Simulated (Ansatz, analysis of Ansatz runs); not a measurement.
# Na-H pair in ZnO: local vibrational mode, PBE

Aim: the local vibrational mode of the Na-H pair in ZnO, to be set beside the measurement. Set-up: PBE, 72-site cell, PBE lattice, 420 eV, k: the single point 1/4 1/4 1/4, symmetric start. The model is a cell of 72 host atoms with Na put on another atom's site and H put in between. The frequencies come from force constants among the defect atom and its neighbours, with the masses of the isotopes named. Another start tests whether the structure found is the lowest.

**The experiment.** O-H stretch, 1H: 3304 cm⁻¹ at 9 K, by FTIR absorption (“Critical increase in Na-doping facilitates acceptor band movements that yields ~180 meV shallow hole conduction in ZnO bulk crystals”, 2017, pmc:5341155).

Calculated with Ansatz 0.2.0; plane-wave PAW DFT, PBE; relaxation of all atoms of a defect supercell.

## (1) Starting point

The cell holds 73 atoms: 35 Zn, 36 O, 1 Na and 1 H. Cell: a = 9.839 Å, b = 9.839 Å, c = 10.587 Å, α = 90.0°, β = 90.0°, γ = 120.0°. It derives from ZnO (space group P6_3mc). Nearest the centre at fractional (0.556, 0.444, 0.642): O39 at 0.50 Å, H73 at 1.51 Å, Na38 at 1.51 Å, Zn61 at 2.21 Å, Zn29 at 2.21 Å, Zn37 at 2.21 Å, O60 at 2.86 Å, O28 at 2.86 Å.

The host's primitive cell comes from a first run (plane-wave PAW DFT, PBE; relaxation of the host's cell and atoms): vectors of 3.280, 3.280 and 5.293 Å. That is 12.33 Å³ an atom, 3.6 % over the diffraction cell's volume. The supercell is built on it.

## (2) Relaxation, charge 0

Every later number rests on the structure around the defect, so the atoms are relaxed at the host's lattice first.

The input, relax/input.yaml:

```yaml
relax:
  f_tol: 0.01
  max_steps: 80
  escape_saddle: false
crystal:
  lattice:
    - [9.83855992, 0.0, 0.0]
    - [-4.91927996, 8.52044283, 0.0]
    - [0.0, 0.0, 10.58650209]
  atoms:
    - { symbol: Zn, position: [0.111111111, 0.222222222, 0.249983552] }
    - { symbol: Zn, position: [0.222222222, 0.111111111, -1.6448e-05] }
    - { symbol: O, position: [0.222222222, 0.111111111, 0.189521448] }
    - { symbol: O, position: [0.111111111, 0.222222222, 0.439521448] }
    - { symbol: Zn, position: [0.111111111, 0.222222222, 0.749983552] }
    - { symbol: Zn, position: [0.222222222, 0.111111111, 0.499983552] }
    - { symbol: O, position: [0.222222222, 0.111111111, 0.689521448] }
    - { symbol: O, position: [0.111111111, 0.222222222, 0.939521448] }
    - { symbol: Zn, position: [0.111111111, 0.555555556, 0.249983552] }
    - { symbol: Zn, position: [0.222222222, 0.444444444, -1.6448e-05] }
    - { symbol: O, position: [0.222222222, 0.444444444, 0.189521448] }
    - { symbol: O, position: [0.111111111, 0.555555556, 0.439521448] }
    - { symbol: Zn, position: [0.111111111, 0.555555556, 0.749983552] }
    - { symbol: Zn, position: [0.222222222, 0.444444444, 0.499983552] }
    - { symbol: O, position: [0.222222222, 0.444444444, 0.689521448] }
    - { symbol: O, position: [0.111111111, 0.555555556, 0.939521448] }
    - { symbol: Zn, position: [0.111111111, 0.888888889, 0.249983552] }
    - { symbol: Zn, position: [0.222222222, 0.777777778, -1.6448e-05] }
    - { symbol: O, position: [0.222222222, 0.777777778, 0.189521448] }
    - { symbol: O, position: [0.111111111, 0.888888889, 0.439521448] }
    - { symbol: Zn, position: [0.111111111, 0.888888889, 0.749983552] }
    - { symbol: Zn, position: [0.222222222, 0.777777778, 0.499983552] }
    - { symbol: O, position: [0.222222222, 0.777777778, 0.689521448] }
    - { symbol: O, position: [0.111111111, 0.888888889, 0.939521448] }
    - { symbol: Zn, position: [0.444444444, 0.222222222, 0.249983552] }
    - { symbol: Zn, position: [0.555555556, 0.111111111, -1.6448e-05] }
    - { symbol: O, position: [0.555555556, 0.111111111, 0.189521448] }
    - { symbol: O, position: [0.444444444, 0.222222222, 0.439521448] }
    - { symbol: Zn, position: [0.444444444, 0.222222222, 0.749983552] }
    - { symbol: Zn, position: [0.555555556, 0.111111111, 0.499983552] }
    - { symbol: O, position: [0.555555556, 0.111111111, 0.689521448] }
    - { symbol: O, position: [0.444444444, 0.222222222, 0.939521448] }
    - { symbol: Zn, position: [0.444444444, 0.555555556, 0.249983552] }
    - { symbol: Zn, position: [0.555555556, 0.444444444, -1.6448e-05] }
    - { symbol: O, position: [0.555555556, 0.444444444, 0.189521448] }
    - { symbol: O, position: [0.444444444, 0.555555556, 0.439521448] }
    - { symbol: Zn, position: [0.444444444, 0.555555556, 0.749983552] }
    - { symbol: Na, position: [0.555555556, 0.444444444, 0.499983552] }
    - { symbol: O, position: [0.555555556, 0.444444444, 0.689521448] }
    - { symbol: O, position: [0.444444444, 0.555555556, 0.939521448] }
    - { symbol: Zn, position: [0.444444444, 0.888888889, 0.249983552] }
    - { symbol: Zn, position: [0.555555556, 0.777777778, -1.6448e-05] }
    - { symbol: O, position: [0.555555556, 0.777777778, 0.189521448] }
    - { symbol: O, position: [0.444444444, 0.888888889, 0.439521448] }
    - { symbol: Zn, position: [0.444444444, 0.888888889, 0.749983552] }
    - { symbol: Zn, position: [0.555555556, 0.777777778, 0.499983552] }
    - { symbol: O, position: [0.555555556, 0.777777778, 0.689521448] }
    - { symbol: O, position: [0.444444444, 0.888888889, 0.939521448] }
    - { symbol: Zn, position: [0.777777778, 0.222222222, 0.249983552] }
    - { symbol: Zn, position: [0.888888889, 0.111111111, -1.6448e-05] }
    - { symbol: O, position: [0.888888889, 0.111111111, 0.189521448] }
    - { symbol: O, position: [0.777777778, 0.222222222, 0.439521448] }
    - { symbol: Zn, position: [0.777777778, 0.222222222, 0.749983552] }
    - { symbol: Zn, position: [0.888888889, 0.111111111, 0.499983552] }
    - { symbol: O, position: [0.888888889, 0.111111111, 0.689521448] }
    - { symbol: O, position: [0.777777778, 0.222222222, 0.939521448] }
    - { symbol: Zn, position: [0.777777778, 0.555555556, 0.249983552] }
    - { symbol: Zn, position: [0.888888889, 0.444444444, -1.6448e-05] }
    - { symbol: O, position: [0.888888889, 0.444444444, 0.189521448] }
    - { symbol: O, position: [0.777777778, 0.555555556, 0.439521448] }
    - { symbol: Zn, position: [0.777777778, 0.555555556, 0.749983552] }
    - { symbol: Zn, position: [0.888888889, 0.444444444, 0.499983552] }
    - { symbol: O, position: [0.888888889, 0.444444444, 0.689521448] }
    - { symbol: O, position: [0.777777778, 0.555555556, 0.939521448] }
    - { symbol: Zn, position: [0.777777778, 0.888888889, 0.249983552] }
    - { symbol: Zn, position: [0.888888889, 0.777777778, -1.6448e-05] }
    - { symbol: O, position: [0.888888889, 0.777777778, 0.189521448] }
    - { symbol: O, position: [0.777777778, 0.888888889, 0.439521448] }
    - { symbol: Zn, position: [0.777777778, 0.888888889, 0.749983552] }
    - { symbol: Zn, position: [0.888888889, 0.777777778, 0.499983552] }
    - { symbol: O, position: [0.888888889, 0.777777778, 0.689521448] }
    - { symbol: O, position: [0.777777778, 0.888888889, 0.939521448] }
    - { symbol: H, position: [0.555555999, 0.444444001, 0.784609448] }
basis:
  ecutwfc: 420
  xc_grid: 2
hamiltonian:
  xc: pbe
kpoints:
  mp_grid: { grid: [1, 1, 1], shift: [0.25, 0.25, 0.25] }
scf:
  occupations: { method: fermi_dirac, width: 0.01 }
  max_iter: 120
output:
  forces: true
checkpoint:
  write: "../relax.run"
  compress: false
  write_wavefunctions: true
  write_every: 100000
```

Launch:

```console
> ansatz run input.yaml --threads 4 --pin off --max-ram 7536MiB --backend cpu --events-out ev --progress --plain --runs-dir out
```

Numbers of over 12 decimals in the logs are rounded to 6 here.

What it wrote:

```text
[... repeated set-up lines and file paths are left out, and long positions are rounded to six places ...]
Warning: the atoms were moved onto the symmetric positions of the space group found under crystal.symmetry.tolerance 1.0e-5 (fractional; [...]
Engine: ansatz 0.2.0, aarch64-unknown-linux-gnu
Pseudopotentials: kind: paw
Pseudopotential: Zn, paw, valence charge 12, recommended cutoff 420 eV (normal), Zn.paw.azcp
Pseudopotential: O, paw, valence charge 6, recommended cutoff 420 eV (normal), O.paw.azcp
Pseudopotential: Na, paw, valence charge 9, recommended cutoff 420 eV (normal), Na.paw.azcp
Pseudopotential: H, paw, valence charge 1, recommended cutoff 420 eV (normal), H.paw.azcp
Functional definition: PBE
  parameter kappa = 0.804
  parameter beta = 0.066725
  exchange = pbe_x(kappa = kappa, mu = beta*pi^2/3)
  correlation = pbe_c(beta = beta)
Crystal: 73 atoms, lattice volume = 887.455 Å³
Basis set: ecut = 420 eV, 17351 PW (Γ), exchange–correlation on 144×144×144 points (8 copies of the dense FFT grid, shifted against one another)
Bands: 396, of which v1, the nominal top of the filled ones, is band 323 counted from 1 (322 counted from 0)
Symmetry: 1 space group operations
k-points: 1
Non-local potential: Zn, projectors of the file, l = 0: 2, l = 1: 2, l = 2: 3, l = 3: 1
Non-local potential: O, projectors of the file, l = 0: 2, l = 1: 2, l = 2: 1
Non-local potential: Na, projectors of the file, l = 0: 3, l = 1: 2, l = 2: 1
Non-local potential: H, projectors of the file, l = 0: 2, l = 1: 1
PAW form: soft (Blöchl's): semilocal exchange-correlation on the pseudo side does not see the compensation charge
PAW one-centre angular grid: Zn, 590 points (default); XC on 64 Gauss nodes
PAW one-centre angular grid: O, 110 points (default); XC on 64 Gauss nodes
PAW one-centre angular grid: Na, 110 points (default); XC on 64 Gauss nodes
PAW one-centre angular grid: H, 110 points (default); XC on 64 Gauss nodes
Initial density: superposition of atomic densities (neutral atoms: chi_scale 0, normalization atom), corrected by the library's trained network
Initial wavefunctions: pseudopotential atomic-orbital guess
Functional: x = pbe(κ = 0.804, μ = 0.219515), c = pbe(β = 0.066725)
SCF iter   1: F=—  HF=-138108.344924 eV  |F-HF|=—  |Δ(HF+E_count)|=         —  Δρ=2.12e-3  dr2=3.12e-2  ethr=1.77e-3  ⟨swp⟩=6.0  Hψ=1641  notcnv=0  defer=8
preconditioner: auto → Resta (q_TF=auto, 2.588 Å⁻¹)  ε∞=7.3  [insulator: Δε(μ)=1.963 eV  Ē_g=12.638 eV  σ=0.010 eV  W_gap=1.00  n_scr=242 (ndim 8)  ℏωp=31.6 eV  f_vac=0.045  D(μ)=0.00/eV (n_scr^D=0)  ε∞_Penn≈7.3]
SCF iter   2: F=—  HF=-138108.343263 eV  |F-HF|=—  |Δ(HF+E_count)|=   1.66e-3  Δρ=1.01e-3  dr2=6.38e-3  ethr=4.83e-6  ⟨swp⟩=2.0  Hψ=783  notcnv=0  defer=69
SCF iter   3: F=—  HF=-138108.344546 eV  |F-HF|=—  |Δ(HF+E_count)|=   1.28e-3  Δρ=4.23e-4  dr2=2.41e-3  ethr=9.87e-7  ⟨swp⟩=2.0  Hψ=614  notcnv=0  defer=69
SCF iter   4: F=—  HF=-138108.345478 eV  |F-HF|=—  |Δ(HF+E_count)|=   9.31e-4  Δρ=1.65e-4  dr2=2.86e-4  ethr=3.73e-7  ⟨swp⟩=2.0  Hψ=653  notcnv=0  defer=69
SCF iter   5: F=—  HF=-138108.345464 eV  |F-HF|=—  |Δ(HF+E_count)|=   1.39e-5  Δρ=8.16e-5  dr2=7.28e-5  ethr=4.43e-8  ⟨swp⟩=2.0  Hψ=610  notcnv=0  defer=69
SCF iter   6: F=—  HF=-138108.345471 eV  |F-HF|=—  |Δ(HF+E_count)|=   7.36e-6  Δρ=4.08e-5  dr2=1.48e-5  ethr=1.13e-8  ⟨swp⟩=2.0  Hψ=649  notcnv=0  defer=69
SCF iter   7: F=-138108.345469 eV  HF=-138108.345469 eV  |F-HF|=2.59e-7  |Δ(HF+E_count)|=   1.95e-6  Δρ=1.56e-5  dr2=2.03e-6  ethr=3.87e-10  ⟨swp⟩=3.0  Hψ=1493  notcnv=0
SCF 1 converged in 7 iterations: F = -138108.345469 eV  dr2 = 2.03e-6
  greatest PAW one-centre occupation: 1.001 electrons in one spin orbital (limit 2), on the Na atom at site 37 (counted from 0), in its partial waves of l = 1
relax step   1: F+E_penalty+E_count = -138108.34546931 eV  Δ(F+E_penalty+E_count) = +0.000e0 eV  max|allowed force component| = 2.502e0 eV/Å  Δτ_max = 0.0000 Å  (7 SCF iters, dr2 threshold 2.50e-6 eV, accepted)
[... the SCF cycles and remarks between the steps are left out from here to the last step ...]
relax step   2: F+E_penalty+E_count = -138109.49004785 eV  Δ(F+E_penalty+E_count) = -1.145e0 eV  max|allowed force component| = 1.788e0 eV/Å  Δτ_max = 0.1328 Å  (7 SCF iters, dr2 threshold 1.00e-4 eV, accepted)
relax step   3: F+E_penalty+E_count = -138110.08450302 eV  Δ(F+E_penalty+E_count) = -5.945e-1 eV  max|allowed force component| = 1.666e-1 eV/Å  Δτ_max = 0.1977 Å  (7 SCF iters, dr2 threshold 1.00e-4 eV, accepted)
relax step   4: F+E_penalty+E_count = -138110.10392097 eV  Δ(F+E_penalty+E_count) = -1.942e-2 eV  max|allowed force component| = 4.997e-2 eV/Å  Δτ_max = 0.0271 Å  (7 SCF iters, dr2 threshold 1.74e-6 eV, accepted)
relax step   5: F+E_penalty+E_count = -138110.10457639 eV  Δ(F+E_penalty+E_count) = -6.554e-4 eV  max|allowed force component| = 8.199e-3 eV/Å  Δτ_max = 0.0054 Å  (7 SCF iters, dr2 threshold 1.56e-7 eV, accepted)
iter 1 solved again at ethr=4.66e-11 eV; its pass at ethr=3.10e-3 eV (dr2=3.01e-7 eV) is discarded
SCF iter   1: F=—  HF=-138110.103889 eV  |F-HF|=—  |Δ(HF+E_count)|=         —  Δρ=9.84e-6  dr2=3.28e-7  ethr=4.66e-11  ⟨swp⟩=3.0  Hψ=1424  notcnv=0  defer=67
SCF iter   2: F=—  HF=-138110.104576 eV  |F-HF|=—  |Δ(HF+E_count)|=   6.88e-4  Δρ=4.60e-6  dr2=1.00e-7  ethr=4.66e-11  ⟨swp⟩=4.0  Hψ=974  notcnv=0  defer=67
SCF iter   3: F=-138110.104576 eV  HF=-138110.104576 eV  |F-HF|=1.20e-8  |Δ(HF+E_count)|=   1.86e-9  Δρ=2.65e-6  dr2=3.47e-8  ethr=1.55e-11  ⟨swp⟩=4.0  Hψ=1238  notcnv=0
SCF 6 converged in 3 iterations: F = -138110.104576 eV  dr2 = 3.47e-8
relax step   6: F+E_penalty+E_count = -138110.10457642 eV  Δ(F+E_penalty+E_count) = -2.453e-8 eV  max|allowed force component| = 8.211e-3 eV/Å  Δτ_max = 0.0000 Å  (3 SCF iters, accepted)
NSCF: frozen V_eff on 1 k-points
the band table was solved once a step of the walk had ended and its energy, with any forces and stress, was formed, with the checks that follow a solve (1400 applications of the Hamiltonian). They found nothing against the state; [...]
SCF converged after 3 iterations
Free energy (F): -138110.104576 eV
Harris-Foulkes:  -138110.104576 eV  (|F-HF|=1.20e-8)
Internal energy: -138110.104576 eV  (E = F + TS)
E sigma→0 (E₀):  -138110.104576 eV
Fermi energy:    7.714172 eV
--- Per-component energies (eV) ---
  E_band       = 671.380873
  E_kinetic    = 10994.755525
  E_local      = -72837.605200  (includes V_loc(G=0)·N_el)
  E_nonlocal   = 23528.773406
  E_hartree    = 29835.301797
  E_xc         = -7464.680029
  E_vxc        = -5219.520371  (∫ρ·V_xc dr)
  E_paw        = -70078.633956  (= ΣΔE_a)
  E_vpaw       = -15465.692960  (= ΣTr[D̂ρ^β])
  E_aug_tail   = 0.073941  (compensation charges beyond the density's cutoff)
  E_ewald      = -52088.090062
  E_smearing   = -0.000000  (= −TS)
  E_closure    = -0.000000  (closes the sum)
  Σ components = -138110.104576   (vs F -138110.104576, Δ=0.00e0)
--- Forces (eV/Å), atoms counted from 1 ---
  atom   1  Zn     0.00051636     0.00109419    -0.00618725
  atom   2  Zn    -0.00032711    -0.00302485     0.00062383
  [... 25 atoms left out ...]
  atom  28  O     -0.00026518    -0.00171885    -0.00024577
  atom  29  Zn    -0.00028486     0.00130952     0.00735985
  [... 1 atom left out ...]
  atom  31  O      0.00166979    -0.00208468    -0.00213665
  [... 4 atoms left out ...]
  atom  36  O      0.00006562    -0.00001428     0.00121945
  atom  37  Zn    -0.00037347     0.00046447     0.00786749
  atom  38  Na     0.00071660    -0.00062471    -0.00772437
  atom  39  O      0.00294706    -0.00020086    -0.00424848
  [... 20 atoms left out ...]
  atom  60  O      0.00132922     0.00108050    -0.00025289
  atom  61  Zn    -0.00245344    -0.00090700     0.00754139
  [... 11 atoms left out ...]
  atom  73  H     -0.00264923     0.00037667     0.00432779
  max |Σ_I F_I| component: 5.01e-5 eV/Å
--- Band table (eV) ---
  k-point 0: bands = ["-42.3672", "-14.3901", "-14.3330", "-14.3322", [... 388 left out ...] "16.6237", "16.6681", "16.7866", "16.8420"]
--- Relaxed structure (6 steps of the walk, 6 accepted, 0 SCFs on fresh bases) ---
  F+E_penalty+E_count = -138110.10457642 eV   max|allowed force component| = 8.211e-3 eV/Å
  atoms:
    - { symbol: Zn, position: [0.110993, 0.222517, 0.249001] }
    - { symbol: Zn, position: [0.221652, 0.110744, 2.155526265679835e-5] }
    [... 25 atoms left out ...]
    - { symbol: O, position: [0.435676, 0.204236, 0.436837] }
    - { symbol: Zn, position: [0.431777, 0.197455, 0.751212] }
    [... 1 atom left out ...]
    - { symbol: O, position: [0.557363, 0.110264, 0.687548] }
    [... 4 atoms left out ...]
    - { symbol: O, position: [0.435817, 0.564185, 0.436783] }
    - { symbol: Zn, position: [0.431811, 0.568265, 0.751312] }
    - { symbol: Na, position: [0.555648, 0.444308, 0.508465] }
    - { symbol: O, position: [0.555434, 0.444566, 0.723132] }
    [... 20 atoms left out ...]
    - { symbol: O, position: [0.795732, 0.564234, 0.436903] }
    - { symbol: Zn, position: [0.802478, 0.568180, 0.751248] }
    [... 11 atoms left out ...]
    - { symbol: H, position: [0.555355, 0.444450, 0.815754] }
```

The job ended after 2.2 min (4 threads of Arm Neoverse V1, shared host; peak memory 2.2 GiB; 8.3 min of CPU time).

[end of part 1 of 2]

[Logs are printed without paths, hosts, clocks, repeated set-up lines and the standing remarks that a program may print on its own settings, such as how far it seeks lower states.]

[Hosts, paths, dates, database ids (printed as entryN), source tags and the programs' standing remarks are cut or masked in the printed files.]

[For some hosts the program warned that the k-mesh of the response run may be too coarse for force constants and the static dielectric constant; such warnings are not shown here.]
